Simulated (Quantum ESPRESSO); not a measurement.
# NbSi3 (Pm-3m): zone-centre phonons, part 2 of 2

Which modes does NbSi3 (Pm-3m) have at the zone centre?

Quantum ESPRESSO 7.5; DFT LDA, scalar-relativistic, plane waves, JTH PAW pseudopotentials.

So far. Step 2 (A first look): No gap opens on this mesh, so smearing is kept; the start stands at -9.3 GPa. Step 4 (Self-consistent run for the response): The cell stands at 0.022 GPa, close enough for phonons. The relaxed cell has a = 3.828 Å (conventional setting).

The structure was built from a prototype and need not be the compound's stable phase.

## Step 5: Zone-centre response

At q = 0 one unit cell holds all displacements; symmetry groups them into irreducible representations that are solved one by one. With smeared occupations no response to a homogeneous field can be asked.

ph.in

```
phonons
 &inputph
    prefix='x',
    outdir='./tmp',
    fildyn='g.dyn',
    tr2_ph=1.0d-18,
    alpha_mix(1)=0.4,
    nmix_ph=8,
 /
0.000000000000 0.000000000000 0.000000000000
```

Run with:

```sh
> OMP_NUM_THREADS=1 mpirun -n 4 ph.x -nk 4 -in ph.in > ph.out
```

The program printed:

```text
[banners, grids, parts of the stress and lines that vanish by symmetry left out]
[banner, memory and clock lines left out]
Program PHONON v.7.5

     ./tmp/x.save/

     file Nb.upf: wavefunction(s)  5S 5P 4D 0D renormalized
     file Si.upf: wavefunction(s)  0S 0P renormalized

     IMPORTANT: XC functional enforced from input :
     Exchange-correlation= PW
                           (   1   4   0   0   0   0   0)
     Any further DFT definition will be discarded
     Please, verify this is what you really want

     G-vector sticks info

     Check: negative core charge=   -0.000013

     negative rho (up, down):  2.115E-02 0.000E+00
     Reading collected, re-writing distributed wavefunctions in ./tmp/

     Number and degeneracy of irreps per q-point
       N         xq(1)         xq(2)         xq(3)   N irreps
       1   0.000000000   0.000000000   0.000000000       4
        3   3   3   3

     Calculation of q =    0.0000000   0.0000000   0.0000000

     phonons

     bravais-lattice index     =            0
     lattice parameter (alat)  =       7.2332  a.u.
     unit-cell volume          =     378.4401 (a.u.)^3
     number of atoms/cell      =            4
     number of atomic types    =            2
     kinetic-energy cut-off    =      40.0000  Ry
     charge density cut-off    =     200.0000  Ry
     convergence threshold     =      1.0E-18
     beta                      =       0.4000
     number of iterations used =            8
     Exchange-correlation= PW
                           (   1   4   0   0   0   0   0)

     celldm(1)=    7.23323  celldm(2)=    0.00000  celldm(3)=    0.00000
     celldm(4)=    0.00000  celldm(5)=    0.00000  celldm(6)=    0.00000

     crystal axes: (cart. coord. in units of alat)
               a(1) = (  1.0000  0.0000  0.0000 )
               a(2) = (  0.0000  1.0000  0.0000 )
               a(3) = (  0.0000  0.0000  1.0000 )

     reciprocal axes: (cart. coord. in units 2 pi/alat)
               b(1) = (  1.0000  0.0000  0.0000 )
               b(2) = (  0.0000  1.0000  0.0000 )
               b(3) = (  0.0000  0.0000  1.0000 )

     Atoms inside the unit cell:

     Cartesian axes

     site n.  atom      mass           positions (alat units)
        1  Nb     92.9064   tau(    1) = (    0.00000    0.00000    0.00000  )
        2  Si     28.0850   tau(    2) = (    0.00000    0.50000    0.50000  )
        3  Si     28.0850   tau(    3) = (    0.50000    0.00000    0.50000  )
        4  Si     28.0850   tau(    4) = (    0.50000    0.50000    0.00000  )

     Computing dynamical matrix for
                    q = (   0.0000000   0.0000000   0.0000000 )

     49 Sym.Ops. (with q -> -q+G )

     G cutoff =  265.0544  (  18037 G-vectors)     FFT grid: ( 36, 36, 36)
     G cutoff =  212.0435  (  13037 G-vectors)  smooth grid: ( 30, 30, 30)

     number of k points=    35  Marzari-Vanderbilt smearing, width (Ry)=  0.0200
                       cart. coord. in units 2pi/alat
        k(    1) = (   0.0000000   0.0000000   0.0000000), wk =   0.0039062
        k(    2) = (   0.0000000   0.0000000   0.1250000), wk =   0.0234375
        k(    3) = (   0.0000000   0.0000000   0.2500000), wk =   0.0234375
        [... further k-points left out ...]

     PseudoPot. # 1 for Nb read from file:
     ./pseudo/Nb.upf
     Pseudo is Projector augmented-wave + core cor, Zval = 13.0
     Shape of augmentation charge: BESSEL
     Using radial grid of 1074 points,  6 beta functions with:
                l(1) =   0
                l(2) =   0
                l(3) =   1
                l(4) =   1
                l(5) =   2
                l(6) =   2
     Q(r) pseudized with 0 coefficients

     PseudoPot. # 2 for Si read from file:
     ./pseudo/Si.upf
     Pseudo is Projector augmented-wave + core cor, Zval =  4.0
     Shape of augmentation charge: BESSEL
     Using radial grid of  988 points,  4 beta functions with:
                l(1) =   0
                l(2) =   0
                l(3) =   1
                l(4) =   1
     Q(r) pseudized with 0 coefficients

     Mode symmetry, O_h (m-3m)  point group:

     Atomic displacements:
     There are    4 irreducible representations

     Representation     1      3 modes -  To be done

     Representation     2      3 modes -  To be done

     Representation     3      3 modes -  To be done

     Representation     4      3 modes -  To be done

     Alpha used in Ewald sum =   1.9000

     negative rho (up, down):  2.115E-02 0.000E+00

     Representation #   1 modes #   1   2   3

     Self-consistent Calculation
      iter #   1   av.it.:   6.0
      thresh= 1.000E-02 alpha_mix =  0.400 |ddv_scf|^2 =  2.587E-07
      iter #   2   av.it.:  16.4
      thresh= 5.086E-05 alpha_mix =  0.400 |ddv_scf|^2 =  3.616E-09
      iter #   3   av.it.:  17.2
      thresh= 6.013E-06 alpha_mix =  0.400 |ddv_scf|^2 =  9.228E-10
      iter #   4   av.it.:  17.7
      thresh= 3.038E-06 alpha_mix =  0.400 |ddv_scf|^2 =  7.094E-12
      iter #   5   av.it.:  18.7
      thresh= 2.663E-07 alpha_mix =  0.400 |ddv_scf|^2 =  4.026E-13
      iter #   6   av.it.:  18.6
      thresh= 6.345E-08 alpha_mix =  0.400 |ddv_scf|^2 =  1.401E-14
      iter #   7   av.it.:  18.6
      thresh= 1.184E-08 alpha_mix =  0.400 |ddv_scf|^2 =  1.414E-15
      iter #   8   av.it.:  18.1
      thresh= 3.760E-09 alpha_mix =  0.400 |ddv_scf|^2 =  7.301E-18
      iter #   9   av.it.:  18.8
      thresh= 2.702E-10 alpha_mix =  0.400 |ddv_scf|^2 =  3.242E-19

     End of self-consistent calculation

     Convergence has been achieved

     Representation #   2 modes #   4   5   6

     Self-consistent Calculation
      iter #   1   av.it.:   4.8
      thresh= 1.000E-02 alpha_mix =  0.400 |ddv_scf|^2 =  5.149E-08
      iter #   2   av.it.:  15.8
      thresh= 2.269E-05 alpha_mix =  0.400 |ddv_scf|^2 =  2.578E-09
      iter #   3   av.it.:  16.3
      thresh= 5.077E-06 alpha_mix =  0.400 |ddv_scf|^2 =  7.823E-10
      iter #   4   av.it.:  16.4
      thresh= 2.797E-06 alpha_mix =  0.400 |ddv_scf|^2 =  1.688E-11
      iter #   5   av.it.:  17.7
      thresh= 4.108E-07 alpha_mix =  0.400 |ddv_scf|^2 =  2.652E-13
[...]
End of self-consistent calculation

     Convergence has been achieved

     Representation #   3 modes #   7   8   9

     Self-consistent Calculation
[...]
End of self-consistent calculation

     Convergence has been achieved

     Representation #   4 modes #  10  11  12

     Self-consistent Calculation
[...]
iter #   2   av.it.:  17.3
      thresh= 9.641E-06 alpha_mix =  0.400 |ddv_scf|^2 =  2.597E-09
      iter #   3   av.it.:  17.6
      thresh= 5.096E-06 alpha_mix =  0.400 |ddv_scf|^2 =  1.098E-10
      iter #   4   av.it.:  17.6
      thresh= 1.048E-06 alpha_mix =  0.400 |ddv_scf|^2 =  4.966E-13
      iter #   5   av.it.:  17.3
      thresh= 7.047E-08 alpha_mix =  0.400 |ddv_scf|^2 =  1.833E-13
      iter #   6   av.it.:  18.1
      thresh= 4.281E-08 alpha_mix =  0.400 |ddv_scf|^2 =  1.956E-16
      iter #   7   av.it.:  18.5
      thresh= 1.398E-09 alpha_mix =  0.400 |ddv_scf|^2 =  1.406E-17
      iter #   8   av.it.:  17.8
      thresh= 3.749E-10 alpha_mix =  0.400 |ddv_scf|^2 =  2.071E-19

     End of self-consistent calculation

     Convergence has been achieved

     Number of q in the star =    1
     List of q in the star:
          1   0.000000000   0.000000000   0.000000000

     Diagonalizing the dynamical matrix

     q = (    0.000000000   0.000000000   0.000000000 )

 **************************************************************************
     freq (    1) =      -2.304012 [THz] =     -76.853571 [cm-1]
     freq (    2) =      -2.304012 [THz] =     -76.853571 [cm-1]
     freq (    3) =      -2.304012 [THz] =     -76.853571 [cm-1]
     freq (    4) =       0.066142 [THz] =       2.206251 [cm-1]
     freq (    5) =       0.066142 [THz] =       2.206251 [cm-1]
     freq (    6) =       0.066142 [THz] =       2.206251 [cm-1]
     freq (    7) =       7.128809 [THz] =     237.791487 [cm-1]
     freq (    8) =       7.128809 [THz] =     237.791487 [cm-1]
     freq (    9) =       7.128809 [THz] =     237.791487 [cm-1]
     freq (   10) =       8.166819 [THz] =     272.415747 [cm-1]
     freq (   11) =       8.166819 [THz] =     272.415747 [cm-1]
     freq (   12) =       8.166819 [THz] =     272.415747 [cm-1]
 **************************************************************************

     Mode symmetry, O_h (m-3m)  point group:

     freq (   1-   3) =        -76.9  [cm-1]   --> T_1u G_15  G_4- I
     freq (   4-   6) =          2.2  [cm-1]   --> T_1u G_15  G_4- I
     freq (   7-   9) =        237.8  [cm-1]   --> T_2u G_25  G_5-
     freq (  10-  12) =        272.4  [cm-1]   --> T_1u G_15  G_4- I
```

It took 2.8 min on 4 MPI ranks of Arm Neoverse V2, shared host.

Read from the output:

- largest acoustic frequency at the zone centre before the sum rule: 2.21 cm⁻¹
- highest optical zone-centre mode (no LO-TO term): 272.4 cm⁻¹
- lowest optical zone-centre mode: -76.85 cm⁻¹

The acoustic modes at Γ come out as far as 2.2 cm⁻¹ from zero, where they should vanish, a small numerical error. The lowest optical mode is imaginary, 77i cm⁻¹, an instability at this level and on this k mesh.

## Step 6: Zone-centre analysis

A rigid shift of the crystal must cost nothing, but grids and finite bases break this; the acoustic sum rule is imposed before the matrix is diagonalised again.

dynmat.in

```
 &input
    fildyn='g.dyn',
    asr='simple',
    fileig='dynmat.eig',
 /
```

Run with:

```sh
> dynmat.x -in dynmat.in > dynmat.out
```

The program printed:

```text
[banner, memory and clock lines left out]
Program DYNMAT v.7.5

     Reading Dynamical Matrix from file g.dyn
     ...Force constants read
     ...epsilon and Z* not read (not found on file)
     A direction for q was not specified:TO-LO splitting will be absent

     Polarizability (A^3 units)
     multiply by 1.000000 for Clausius-Mossotti correction
         0.000000    0.000000    0.000000
         0.000000    0.000000    0.000000
         0.000000    0.000000    0.000000

     IR activities are in (D/A)^2/amu units

# mode   [cm-1]    [THz]      IR
    1    -76.90   -2.3055    0.0000
    2    -76.90   -2.3055    0.0000
    3    -76.90   -2.3055    0.0000
    4     -0.00   -0.0000    0.0000
    5     -0.00   -0.0000    0.0000
    6      0.00    0.0000    0.0000
    7    237.77    7.1281    0.0000
    8    237.77    7.1281    0.0000
    9    237.77    7.1281    0.0000
   10    272.40    8.1663    0.0000
   11    272.40    8.1663    0.0000
   12    272.40    8.1663    0.0000

[end of the log left out, with the tail of the file of modes that dynmat.x writes under the same name]
```

Elapsed: 0.47 s, on 1 thread.

Read from the output:

| Item | Value |
| --- | --- |
| lowest optical zone-centre mode | -76.9 cm⁻¹ |

Unit eigenvectors of the mass-weighted matrix after the sum rule; no LO-TO term. The modes at Γ (shares of kinetic energy by element, %) (negative means imaginary):

```
mode  frequency (cm⁻¹)  Nb %  Si %
   1             -76.9    28    72
   2             -76.9    28    72
   3             -76.9    28    72
   4               0.0    52    48
   5               0.0    52    48
   6               0.0    52    48
   7             237.8     0   100
   8             237.8     0   100
   9             237.8     0   100
  10             272.4    20    80
  11             272.4    20    80
  12             272.4    20    80
```

Displacements in mode 1 (-76.9 cm⁻¹), the largest set to 1:
```
Nb1  0.00  0.01 -0.34
Si2  0.01  0.00  0.06
Si3  0.00 -0.02  0.06
Si4  0.00  0.00  1.00
```

Displacements in mode 12 (272.4 cm⁻¹), the largest set to 1:
```
Nb1  0.02  0.10 -0.42
Si2  0.03 -0.25  1.00
Si3 -0.05  0.15  1.00
Si4 -0.05 -0.25 -0.60
```

The rule moves no optical mode by more than 0.1 cm⁻¹.

## Step 7: Sum rules set otherwise: a sum rule for molecules or wires on a crystal

This rule also removes rotations, which suits wires and not a crystal; it is tried to see the harm.

dynmat.in

```
 &input
    fildyn='g.dyn',
    asr='one-dim',
    fileig='dynmat.eig',
 /
```

Run with:

```sh
> dynmat.x -in dynmat.in > dynmat.out
```

The program printed:

```text
[banner, memory and clock lines left out]
Program DYNMAT v.7.5

     Reading Dynamical Matrix from file g.dyn
     ...Force constants read
     ...epsilon and Z* not read (not found on file)
asr rotation axis in 1D system=    3
     Acoustic Sum Rule: || Z*(ASR) - Z*(orig)|| =    0.000000E+00
     Acoustic Sum Rule: ||dyn(ASR) - dyn(orig)||=    1.202083E-01
     A direction for q was not specified:TO-LO splitting will be absent

     Polarizability (A^3 units)
     multiply by 1.000000 for Clausius-Mossotti correction
         0.000000    0.000000    0.000000
         0.000000    0.000000    0.000000
         0.000000    0.000000    0.000000

     IR activities are in (D/A)^2/amu units

# mode   [cm-1]    [THz]      IR
    1    -76.87   -2.3046    0.0000
    2    -76.87   -2.3046    0.0000
    3     -0.00   -0.0000    0.0000
    4     -0.00   -0.0000    0.0000
    5      0.00    0.0000    0.0000
    6      0.00    0.0000    0.0000
    7    139.82    4.1918    0.0000
    8    237.79    7.1288    0.0000
    9    237.79    7.1288    0.0000
   10    272.41    8.1667    0.0000
   11    272.41    8.1667    0.0000
   12    281.51    8.4395    0.0000

[end of the log left out, with the tail of the file of modes that dynmat.x writes under the same name]
```

Run time: 0.47 s. Hardware: 1 thread.

The run ended normally, but on settings that are not sound.

The fault: a sum rule for molecules or wires on a crystal; 1 optical mode is projected out to zero frequency, as if it were a rotation.

For a crystal the rule has to be 'simple' or 'crystal'.

Zone-centre frequencies as printed; negative means imaginary. Modes:

```
mode  frequency (cm⁻¹)
   1            -76.87
   2            -76.87
   3                 0
   4                 0
   5                 0
   6                 0
   7             139.8
   8             237.8
   9             237.8
  10             272.4
  11             272.4
  12             281.5
```

## Step 8: Sum rules set otherwise (asr no)

Without the rule the raw error of the acoustic modes shows.

dynmat.in

```
 &input
    fildyn='g.dyn',
    asr='no',
    fileig='dynmat.eig',
 /
```

Run with:

```sh
> dynmat.x -in dynmat.in > dynmat.out
```

The program printed:

```text
[banner, memory and clock lines left out]
Program DYNMAT v.7.5

     Reading Dynamical Matrix from file g.dyn
     ...Force constants read
     ...epsilon and Z* not read (not found on file)
     A direction for q was not specified:TO-LO splitting will be absent

     Polarizability (A^3 units)
     multiply by 1.000000 for Clausius-Mossotti correction
         0.000000    0.000000    0.000000
         0.000000    0.000000    0.000000
         0.000000    0.000000    0.000000

     IR activities are in (D/A)^2/amu units

# mode   [cm-1]    [THz]      IR
    1    -76.85   -2.3040    0.0000
    2    -76.85   -2.3040    0.0000
    3    -76.85   -2.3040    0.0000
    4      2.21    0.0661    0.0000
    5      2.21    0.0661    0.0000
    6      2.21    0.0661    0.0000
    7    237.79    7.1288    0.0000
    8    237.79    7.1288    0.0000
    9    237.79    7.1288    0.0000
   10    272.42    8.1668    0.0000
   11    272.42    8.1668    0.0000
   12    272.42    8.1668    0.0000

[end of the log left out, with the tail of the file of modes that dynmat.x writes under the same name]
```

Elapsed: 0.47 s, on 1 thread.

This step gave:

```
lowest optical zone-centre mode : -76.85 cm⁻¹
```

Zone-centre frequencies as printed; negative means imaginary. Modes:

```
mode  frequency (cm⁻¹)
   1            -76.85
   2            -76.85
   3            -76.85
   4              2.21
   5              2.21
   6              2.21
   7             237.8
   8             237.8
   9             237.8
  10             272.4
  11             272.4
  12             272.4
```

Against the first rule no mode moves by more than 2.3 cm⁻¹.

## Step 9: Summary of results

```
space group after relaxation                                           : Pm-3m
volume per atom                                                        : 14.0 Å³
highest optical zone-centre mode (no LO-TO term)                       : 272.4 cm⁻¹
lowest optical zone-centre mode                                        : -76.9 cm⁻¹
imaginary optical modes at the zone centre (no q mesh in this session) : yes
```

What this shows: At the LDA level the optical modes of NbSi3 (Pm-3m) at the zone centre run from 77i to 272 cm⁻¹, so the structure is a saddle point, with 3 modes beyond 10i cm⁻¹ there. Of the 9 optical modes, 6 are infrared active alone and 3 are silent. These are harmonic frequencies at zero temperature: anharmonic shifts and linewidths and thermal expansion are left out. In a metal the frequencies hang on the k mesh and the smearing, most of all near Kohn anomalies. The runs are without spin polarisation, although the cell has an odd electron count or an open d or f shell, so a magnetic state was not tested. The structure is a hypothetical one, built on a prototype.

[Host names and launcher messages were left out of these logs when they were recorded.]

[Logs are printed without paths, hosts, clocks, repeated set-up lines and the standing remarks that a program may print on its own settings, such as how far it seeks lower states.]

[Hosts, paths, dates, database ids (printed as entryN), source tags and the programs' standing remarks are cut or masked in the printed files.]
